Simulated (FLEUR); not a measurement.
# How the basis cutoff moves the magnetism of MnRh, part 2 of 4

Two starts of MnRh are run at each rung of the basis cutoff. Which rung is enough?

FLEUR MaX-R8.1; PBEsol; all-electron FLAPW, Dirac cores, scalar-relativistic bands.

So far, largest spin moment in the muffin-tin sphere (μB): step 2 (rung 1 (Kmax 2.16 1/bohr), start ferro +) 3.21; step 3 (rung 1 (Kmax 2.16 1/bohr), start antiferro q=(1/2,1/2,1/2) +-) 3.11.

### 4. Rung 2 (Kmax 2.7 1/bohr), start ferro +

The k list default-1 (kpts.xml, not shown) is a Γ-centred 10×10×10 mesh.

Input file inp.xml:

```
<?xml version="1.0" encoding="UTF-8" standalone="no"?>
<fleurInput fleurInputVersion="0.39">
   <comment>
      MnRh
   </comment>
   <calculationSetup>
      <cutoffs Kmax="2.7" Gmax="8.1" GmaxXC="8.1" numbands="0"/>
      <scfLoop itmax="90" minDistance="0.00002" maxIterBroyd="15" imix="Anderson" alpha="0.05" precondParam="0.0" spinf="2.0" sdNocoIR="T"/>
      <coreElectrons ctail="T" frcor="F" kcrel="0" coretail_lmax="0"/>
      <xcFunctional name="PBEs" relativisticCorrections="F"/>
      <magnetism jspins="2"/>
      <soc l_soc="F" theta="0.0" phi="0.0" spav="F"/>
      <expertModes spex="0" secvar="F"/>
      <geometryOptimization l_f="F" forcealpha="1.0" forcemix="BFGS" epsdisp="0.00001" epsforce="0.00001"/>
      <ldaU l_linMix="F" mixParam="0.05" spinf="1.0"/>
   </calculationSetup>
   <cell>
      <bzIntegration valenceElectrons="30.0" mode="hist" fermiSmearingEnergy="0.00110248">
         <kPointListSelection listName="default-1"/>
         <xi:include xmlns:xi="http://www.w3.org/2001/XInclude" href="kpts.xml"> </xi:include>
      </bzIntegration>
      <xi:include xmlns:xi="http://www.w3.org/2001/XInclude" href="sym.xml"> </xi:include>
      <bulkLattice scale="1.0">
         <bravaisMatrix>
            <row-1>    5.7523263232824000     0.0000000000000000     0.0000000000000000</row-1>
            <row-2>    0.0000000000000000     5.7523263232824000     0.0000000000000000</row-2>
            <row-3>    0.0000000000000000     0.0000000000000000     5.7523263232824000</row-3>
         </bravaisMatrix>
      </bulkLattice>
   </cell>
   <atomSpecies>
      <species name="Manganese 3.500" element="Mn" atomicNumber="25">
         <mtSphere radius="2.43" gridPoints="803" logIncrement="0.015"/>
         <atomicCutoffs lmax="10" lnonsphr="8"/>
         <electronConfig flipSpins="F">
            <coreConfig>(1s1/2) (2s1/2) (2p1/2) (2p3/2)</coreConfig>
            <valenceConfig>(3s1/2) (3p1/2) (3p3/2) (4s1/2) (3d3/2) (3d5/2)</valenceConfig>
            <stateOccupation state="(3d3/2)" spinUp="1.25" spinDown="0.75"/>
            <stateOccupation state="(3d5/2)" spinUp="3.0" spinDown="0.0"/>
         </electronConfig>
         <energyParameters s="4" p="4" d="3" f="4"/>
         <lo type="SCLO" l="0" n="3" eDeriv="0"/>
         <lo type="SCLO" l="1" n="3" eDeriv="0"/>
      </species>
      <species name="Rhodium (Rh)" element="Rh" atomicNumber="45">
         <mtSphere radius="2.43" gridPoints="803" logIncrement="0.016"/>
         <atomicCutoffs lmax="10" lnonsphr="8"/>
         <electronConfig flipSpins="F">
            <coreConfig>(1s1/2) (2s1/2) (2p1/2) (2p3/2) (3s1/2) (3p1/2) (3p3/2) (4s1/2) (3d3/2) (3d5/2)</coreConfig>
            <valenceConfig>(4p1/2) (4p3/2) (5s1/2) (4d3/2) (4d5/2)</valenceConfig>
            <stateOccupation state="(5s1/2)" spinUp="0.500000" spinDown="0.500000"/>
            <stateOccupation state="(4d3/2)" spinUp="1.600000" spinDown="1.600000"/>
            <stateOccupation state="(4d5/2)" spinUp="2.400000" spinDown="2.400000"/>
         </electronConfig>
         <energyParameters s="5" p="5" d="4" f="4"/>
         <lo type="SCLO" l="1" n="4" eDeriv="0"/>
      </species>
   </atomSpecies>
   <atomGroups>
      <atomGroup species="Manganese 3.500">
         <relPos label="                   1">.0000000000 .0000000000 .0000000000</relPos>
         <force calculate="T" relaxXYZ="TTT"/>
      </atomGroup>
      <atomGroup species="Rhodium (Rh)">
         <relPos label="                   2">1.000/2.000 1.000/2.000 1.000/2.000</relPos>
         <force calculate="T" relaxXYZ="TTT"/>
      </atomGroup>
   </atomGroups>
   <output dos="F" band="F" slice="F">
      <bandDOS minEnergy="-.5*Htr" maxEnergy="0.5*Htr" sigma="0.015" storeEVData="T"/>
      <plotting iplot="0" polar="F">
         <plot TwoD="T" vec1="  1.0  0.0  0.0" vec2="  0.0  1.0  0.0" vec3="  0.0  0.0  1.0" zero="  0.0  0.0  0.0" file="plot"/>
      </plotting>
      <moessbauerParams electricFieldGradient="F" isomerShift="F" coreHyperfine="F" valenceHyperfine="F"/>
   </output>
</fleurInput>
```

Input file crystal.txt:

```
MnRh
&input film=F cartesian=F /
3.04400000000  0.00000000000  0.00000000000
0.00000000000  3.04400000000  0.00000000000
0.00000000000  0.00000000000  3.04400000000
1.8897261246
1.0 1.0 1.0

2
25 0.00000000000  0.00000000000  0.00000000000 : 3.500
45 0.50000000000  0.50000000000  0.50000000000

&kpt div1=10 div2=10 div3=10 gamma=T /
```

Run with:

```
OMP_NUM_THREADS=1 inpgen -f crystal.txt > inpgen.log  # inp.xml is then edited as shown
OMP_NUM_THREADS=1 mpirun -n 4 fleur_MPI > fleur.log
```

Log:

```text
[banner, memory and clock lines left out]
Welcome to FLEUR        (www.flapw.de)
      MaX-Release 8.1          (www.max-centre.eu)

 ========== k-point set info ==========
 Selected k-point list: default-1
 k-point list type: mesh
 10 x 10 x 10
 Number of k points: 56

 [... set-up left out ...]
 Iteration:     1   Distance:      32.40984373 me/bohr^3
 Iteration:     2   Distance:      21.33831609 me/bohr^3
 Iteration:     3   Distance:      14.13750394 me/bohr^3
 Iteration:     4   Distance:       7.48719273 me/bohr^3
 Iteration:     5   Distance:       7.25397451 me/bohr^3
[...]
<sumOfEigenvalues value="    -3528.3460261794">
               <coreElectrons value="-3509.9245021432"/>
               <valenceElectrons value="-18.4215240363"/>
            </sumOfEigenvalues>
         [... left out ...]
            <freeEnergy value="-5940.3485764198"/>
            <extrapolationTo0K value="-5940.3484716022"/>
         </totalEnergy>
         <densityConvergence units="me/bohr^3">
            <chargeDensity spin="1" distance="0.0000043096"/>
            <chargeDensity spin="2" distance="0.0000023537"/>
            <overallChargeDensity distance="0.0000040387"/>
            <spinDensity distance="0.0000056492"/>
         </densityConvergence>
      </iteration>
```

Wall time 9.5 s (4 MPI ranks of Intel Xeon 6975P-C (Granite Rapids), shared host); peak memory 0.26 GiB.

Read from the output:

- free energy: -161645.1195 eV
- program's band gap on this mesh (in a metal only a level spacing): 0.007154 eV
- magnetization: 4.155 μB
- final state: ferromagnetic
- largest moment: 3.586 μB

The largest moment moves by +0.38 μB from rung 1, at 1.1 times its CPU time.

### 5. Rung 2 (Kmax 2.7 1/bohr), start antiferro q=(1/2,1/2,1/2) +-

The k list default-1 (kpts.xml, not shown) is a Γ-centred 5×10×10 mesh.

inp.xml, as its differences from that of step 4:

```diff
@@ -17,3 +17,3 @@
    <cell>
-      <bzIntegration valenceElectrons="30.0" mode="hist" fermiSmearingEnergy="0.00110248">
+      <bzIntegration valenceElectrons="60.0" mode="hist" fermiSmearingEnergy="0.00110248">
          <kPointListSelection listName="default-1"/>
@@ -24,5 +24,5 @@
          <bravaisMatrix>
-            <row-1>    5.7523263232824000     0.0000000000000000     0.0000000000000000</row-1>
-            <row-2>    0.0000000000000000     5.7523263232824000     0.0000000000000000</row-2>
-            <row-3>    0.0000000000000000     0.0000000000000000     5.7523263232824000</row-3>
+            <row-1>   11.5046526465648000     0.0000000000000000     0.0000000000000000</row-1>
+            <row-2>    5.7523263232824000     5.7523263232824000     0.0000000000000000</row-2>
+            <row-3>    5.7523263232824000     0.0000000000000000     5.7523263232824000</row-3>
          </bravaisMatrix>
@@ -39,2 +39,15 @@
             <stateOccupation state="(3d5/2)" spinUp="3.0" spinDown="0.0"/>
+         </electronConfig>
+         <energyParameters s="4" p="4" d="3" f="4"/>
+         <lo type="SCLO" l="0" n="3" eDeriv="0"/>
+         <lo type="SCLO" l="1" n="3" eDeriv="0"/>
+      </species>
+      <species name="Manganese -3.500" element="Mn" atomicNumber="25">
+         <mtSphere radius="2.43" gridPoints="803" logIncrement="0.015"/>
+         <atomicCutoffs lmax="10" lnonsphr="8"/>
+         <electronConfig flipSpins="F">
+            <coreConfig>(1s1/2) (2s1/2) (2p1/2) (2p3/2)</coreConfig>
+            <valenceConfig>(3s1/2) (3p1/2) (3p3/2) (4s1/2) (3d3/2) (3d5/2)</valenceConfig>
+            <stateOccupation state="(3d3/2)" spinUp="0.75" spinDown="1.25"/>
+            <stateOccupation state="(3d5/2)" spinUp="0.0" spinDown="3.0"/>
          </electronConfig>
@@ -63,4 +76,9 @@
       </atomGroup>
+      <atomGroup species="Manganese -3.500">
+         <relPos label="                   2">1.000/2.000 .0000000000 .0000000000</relPos>
+         <force calculate="T" relaxXYZ="TTT"/>
+      </atomGroup>
       <atomGroup species="Rhodium (Rh)">
-         <relPos label="                   2">1.000/2.000 1.000/2.000 1.000/2.000</relPos>
+         <relPos label="                   3">-1.000/4.000 1.000/2.000 1.000/2.000</relPos>
+         <relPos label="                   4">1.000/4.000 1.000/2.000 1.000/2.000</relPos>
          <force calculate="T" relaxXYZ="TTT"/>
```

Input file crystal.txt:

```
MnRh
&input film=F cartesian=F /
6.08800000000  0.00000000000  0.00000000000
3.04400000000  3.04400000000  0.00000000000
3.04400000000  0.00000000000  3.04400000000
1.8897261246
1.0 1.0 1.0

4
25 0.00000000000  0.00000000000  0.00000000000 : 3.500
25 0.50000000000  0.00000000000  0.00000000000 : -3.500
45 0.75000000000  0.50000000000  0.50000000000
45 0.25000000000  0.50000000000  0.50000000000

&kpt div1=5 div2=10 div3=10 gamma=T /
```

Log:

```text
[banner, memory and clock lines left out]
Welcome to FLEUR        (www.flapw.de)
      MaX-Release 8.1          (www.max-centre.eu)

 ========== k-point set info ==========
 Selected k-point list: default-1
 k-point list type: mesh
 0 x 0 x 0
 Number of k points: 64

 [... set-up left out ...]
 Iteration:     1   Distance:      33.21391313 me/bohr^3
 Iteration:     2   Distance:      21.08505010 me/bohr^3
 Iteration:     3   Distance:      13.88329791 me/bohr^3
 Iteration:     4   Distance:       5.32136914 me/bohr^3
 Iteration:     5   Distance:       5.07617482 me/bohr^3
[...]
<sumOfEigenvalues value="    -7056.3067808176">
               <coreElectrons value="-7019.5517574767"/>
               <valenceElectrons value="-36.7550233409"/>
            </sumOfEigenvalues>
         [... left out ...]
            <freeEnergy value="-11880.6920236631"/>
            <extrapolationTo0K value="-11880.6917398817"/>
         </totalEnergy>
         <densityConvergence units="me/bohr^3">
            <chargeDensity spin="1" distance="0.0000113743"/>
            <chargeDensity spin="2" distance="0.0000116592"/>
            <overallChargeDensity distance="0.0000128080"/>
            <spinDensity distance="0.0000191462"/>
         </densityConvergence>
      </iteration>
```

The job ended after 30 s (4 MPI ranks; peak memory 0.28 GiB; 2 min of CPU time).

Read from the output:

| Quantity | Value |
| --- | --- |
| free energy | -323290.0995 eV |
| program's band gap on this mesh (in a metal only a level spacing) | 8.30e-9 eV |
| magnetization | 0 μB |
| final state | antiferromagnetic |
| largest moment | 3.674 μB |

This start lies +69.8 meV a seeded atom from the first, a change of -1.7 meV since rung 1; its largest moment is 3.67 μB.

### 6. Rung 3 (Kmax 3.24 1/bohr), start ferro +

The k list default-1 (kpts.xml, not shown) is a Γ-centred 10×10×10 mesh.

inp.xml, as its differences from that of step 5:

```diff
@@ -6,3 +6,3 @@
    <calculationSetup>
-      <cutoffs Kmax="2.7" Gmax="8.1" GmaxXC="8.1" numbands="0"/>
+      <cutoffs Kmax="3.24" Gmax="9.7" GmaxXC="9.7" numbands="0"/>
       <scfLoop itmax="90" minDistance="0.00002" maxIterBroyd="15" imix="Anderson" alpha="0.05" precondParam="0.0" spinf="2.0" sdNocoIR="T"/>
@@ -17,3 +17,3 @@
    <cell>
-      <bzIntegration valenceElectrons="60.0" mode="hist" fermiSmearingEnergy="0.00110248">
+      <bzIntegration valenceElectrons="30.0" mode="hist" fermiSmearingEnergy="0.00110248">
          <kPointListSelection listName="default-1"/>
@@ -24,5 +24,5 @@
          <bravaisMatrix>
-            <row-1>   11.5046526465648000     0.0000000000000000     0.0000000000000000</row-1>
-            <row-2>    5.7523263232824000     5.7523263232824000     0.0000000000000000</row-2>
-            <row-3>    5.7523263232824000     0.0000000000000000     5.7523263232824000</row-3>
+            <row-1>    5.7523263232824000     0.0000000000000000     0.0000000000000000</row-1>
+            <row-2>    0.0000000000000000     5.7523263232824000     0.0000000000000000</row-2>
+            <row-3>    0.0000000000000000     0.0000000000000000     5.7523263232824000</row-3>
          </bravaisMatrix>
@@ -39,15 +39,2 @@
             <stateOccupation state="(3d5/2)" spinUp="3.0" spinDown="0.0"/>
-         </electronConfig>
-         <energyParameters s="4" p="4" d="3" f="4"/>
-         <lo type="SCLO" l="0" n="3" eDeriv="0"/>
-         <lo type="SCLO" l="1" n="3" eDeriv="0"/>
-      </species>
-      <species name="Manganese -3.500" element="Mn" atomicNumber="25">
-         <mtSphere radius="2.43" gridPoints="803" logIncrement="0.015"/>
-         <atomicCutoffs lmax="10" lnonsphr="8"/>
-         <electronConfig flipSpins="F">
-            <coreConfig>(1s1/2) (2s1/2) (2p1/2) (2p3/2)</coreConfig>
-            <valenceConfig>(3s1/2) (3p1/2) (3p3/2) (4s1/2) (3d3/2) (3d5/2)</valenceConfig>
-            <stateOccupation state="(3d3/2)" spinUp="0.75" spinDown="1.25"/>
-            <stateOccupation state="(3d5/2)" spinUp="0.0" spinDown="3.0"/>
          </electronConfig>
@@ -76,9 +63,4 @@
       </atomGroup>
-      <atomGroup species="Manganese -3.500">
-         <relPos label="                   2">1.000/2.000 .0000000000 .0000000000</relPos>
-         <force calculate="T" relaxXYZ="TTT"/>
-      </atomGroup>
       <atomGroup species="Rhodium (Rh)">
-         <relPos label="                   3">-1.000/4.000 1.000/2.000 1.000/2.000</relPos>
-         <relPos label="                   4">1.000/4.000 1.000/2.000 1.000/2.000</relPos>
+         <relPos label="                   2">1.000/2.000 1.000/2.000 1.000/2.000</relPos>
          <force calculate="T" relaxXYZ="TTT"/>
```

Input file crystal.txt:

```
MnRh
&input film=F cartesian=F /
3.04400000000  0.00000000000  0.00000000000
0.00000000000  3.04400000000  0.00000000000
0.00000000000  0.00000000000  3.04400000000
1.8897261246
1.0 1.0 1.0

2
25 0.00000000000  0.00000000000  0.00000000000 : 3.500
45 0.50000000000  0.50000000000  0.50000000000

&kpt div1=10 div2=10 div3=10 gamma=T /
```

Log:

```text
[banner, memory and clock lines left out]
Welcome to FLEUR        (www.flapw.de)
      MaX-Release 8.1          (www.max-centre.eu)

 ========== k-point set info ==========
 Selected k-point list: default-1
 k-point list type: mesh
 10 x 10 x 10
 Number of k points: 56

 [... set-up left out ...]
 Iteration:     1   Distance:      27.89319989 me/bohr^3
 Iteration:     2   Distance:      15.91026974 me/bohr^3
 Iteration:     3   Distance:      10.38310648 me/bohr^3
 Iteration:     4   Distance:       8.08347101 me/bohr^3
 Iteration:     5   Distance:       7.74335852 me/bohr^3
[...]
<sumOfEigenvalues value="    -3525.1804808892">
               <coreElectrons value="-3507.7635654649"/>
               <valenceElectrons value="-17.4169154243"/>
            </sumOfEigenvalues>
         [... left out ...]
            <freeEnergy value="-5940.4560147297"/>
            <extrapolationTo0K value="-5940.4559451904"/>
         </totalEnergy>
         <densityConvergence units="me/bohr^3">
            <chargeDensity spin="1" distance="0.0000064897"/>
            <chargeDensity spin="2" distance="0.0000087352"/>
            <overallChargeDensity distance="0.0000090567"/>
            <spinDensity distance="0.0000124426"/>
         </densityConvergence>
      </iteration>
```

Run time: 11 s. Hardware: 4 MPI ranks; peak memory 0.24 GiB.

Read from the output:

| Item | Value |
| --- | --- |
| free energy | -161648.0431 eV |
| program's band gap on this mesh (in a metal only a level spacing) | 0 eV |
| magnetization | 4.115 μB |
| final state | ferromagnetic |
| largest moment | 3.524 μB |

The largest moment moves by -0.06 μB from rung 2, at 1.1 times its CPU time.

### 7. Rung 3 (Kmax 3.24 1/bohr), start antiferro q=(1/2,1/2,1/2) +-

The k list default-1 (kpts.xml, not shown) is a Γ-centred 5×10×10 mesh.

inp.xml, as its differences from that of step 6:

```diff
@@ -17,3 +17,3 @@
    <cell>
-      <bzIntegration valenceElectrons="30.0" mode="hist" fermiSmearingEnergy="0.00110248">
+      <bzIntegration valenceElectrons="60.0" mode="hist" fermiSmearingEnergy="0.00110248">
          <kPointListSelection listName="default-1"/>
@@ -24,5 +24,5 @@
          <bravaisMatrix>
-            <row-1>    5.7523263232824000     0.0000000000000000     0.0000000000000000</row-1>
-            <row-2>    0.0000000000000000     5.7523263232824000     0.0000000000000000</row-2>
-            <row-3>    0.0000000000000000     0.0000000000000000     5.7523263232824000</row-3>
+            <row-1>   11.5046526465648000     0.0000000000000000     0.0000000000000000</row-1>
+            <row-2>    5.7523263232824000     5.7523263232824000     0.0000000000000000</row-2>
+            <row-3>    5.7523263232824000     0.0000000000000000     5.7523263232824000</row-3>
          </bravaisMatrix>
@@ -39,2 +39,15 @@
             <stateOccupation state="(3d5/2)" spinUp="3.0" spinDown="0.0"/>
+         </electronConfig>
+         <energyParameters s="4" p="4" d="3" f="4"/>
+         <lo type="SCLO" l="0" n="3" eDeriv="0"/>
+         <lo type="SCLO" l="1" n="3" eDeriv="0"/>
+      </species>
+      <species name="Manganese -3.500" element="Mn" atomicNumber="25">
+         <mtSphere radius="2.43" gridPoints="803" logIncrement="0.015"/>
+         <atomicCutoffs lmax="10" lnonsphr="8"/>
+         <electronConfig flipSpins="F">
+            <coreConfig>(1s1/2) (2s1/2) (2p1/2) (2p3/2)</coreConfig>
+            <valenceConfig>(3s1/2) (3p1/2) (3p3/2) (4s1/2) (3d3/2) (3d5/2)</valenceConfig>
+            <stateOccupation state="(3d3/2)" spinUp="0.75" spinDown="1.25"/>
+            <stateOccupation state="(3d5/2)" spinUp="0.0" spinDown="3.0"/>
          </electronConfig>
@@ -63,4 +76,9 @@
       </atomGroup>
+      <atomGroup species="Manganese -3.500">
+         <relPos label="                   2">1.000/2.000 .0000000000 .0000000000</relPos>
+         <force calculate="T" relaxXYZ="TTT"/>
+      </atomGroup>
       <atomGroup species="Rhodium (Rh)">
-         <relPos label="                   2">1.000/2.000 1.000/2.000 1.000/2.000</relPos>
+         <relPos label="                   3">-1.000/4.000 1.000/2.000 1.000/2.000</relPos>
+         <relPos label="                   4">1.000/4.000 1.000/2.000 1.000/2.000</relPos>
          <force calculate="T" relaxXYZ="TTT"/>
```

Input file crystal.txt:

```
MnRh
&input film=F cartesian=F /
6.08800000000  0.00000000000  0.00000000000
3.04400000000  3.04400000000  0.00000000000
3.04400000000  0.00000000000  3.04400000000
1.8897261246
1.0 1.0 1.0

4
25 0.00000000000  0.00000000000  0.00000000000 : 3.500
25 0.50000000000  0.00000000000  0.00000000000 : -3.500
45 0.75000000000  0.50000000000  0.50000000000
45 0.25000000000  0.50000000000  0.50000000000

&kpt div1=5 div2=10 div3=10 gamma=T /
```

Log:

```text
[banner, memory and clock lines left out]
Welcome to FLEUR        (www.flapw.de)
      MaX-Release 8.1          (www.max-centre.eu)

 ========== k-point set info ==========
 Selected k-point list: default-1
 k-point list type: mesh
 0 x 0 x 0
 Number of k points: 64

 [... set-up left out ...]
 Iteration:     1   Distance:      28.84953705 me/bohr^3
 Iteration:     2   Distance:      15.69186499 me/bohr^3
 Iteration:     3   Distance:      10.02681523 me/bohr^3
 Iteration:     4   Distance:       4.79263425 me/bohr^3
 Iteration:     5   Distance:       4.88592287 me/bohr^3
[...]
<sumOfEigenvalues value="    -7049.9806212733">
               <coreElectrons value="-7015.2473966954"/>
               <valenceElectrons value="-34.7332245780"/>
            </sumOfEigenvalues>
         [... left out ...]
            <freeEnergy value="-11880.9062272321"/>
            <extrapolationTo0K value="-11880.9059229825"/>
         </totalEnergy>
         <densityConvergence units="me/bohr^3">
            <chargeDensity spin="1" distance="0.0000029302"/>
            <chargeDensity spin="2" distance="0.0000028170"/>
            <overallChargeDensity distance="0.0000052930"/>
            <spinDensity distance="0.0000022420"/>
         </densityConvergence>
      </iteration>
```

Elapsed: 43 s, on 4 MPI ranks; peak memory 0.35 GiB; 2.8 min of CPU time.

This step gave:

```
free energy                                                       : -323295.9283 eV
program's band gap on this mesh (in a metal only a level spacing) : 4.70e-8 eV
magnetization                                                     : 0 μB
final state                                                       : antiferromagnetic
largest moment                                                    : 3.599 μB
```

This start lies +78.9 meV a seeded atom from the first, a change of +9.2 meV since rung 2; its largest moment is 3.60 μB.

(Part 2 of 4 ends here.)

[Logs and program files are shortened in this print: banners, set-up blocks, solver, clock and traceback lines can be left out without a mark of their own.]

[Logs are printed without paths, hosts, clocks, repeated set-up lines and the standing remarks that a program may print on its own settings, such as how far it seeks lower states.]

[Hosts, paths, dates, database ids (printed as entryN), source tags and the programs' standing remarks are cut or masked in the printed files.]

[Where a cell is said to come from a database of computed structures, the database is the Materials Project.]
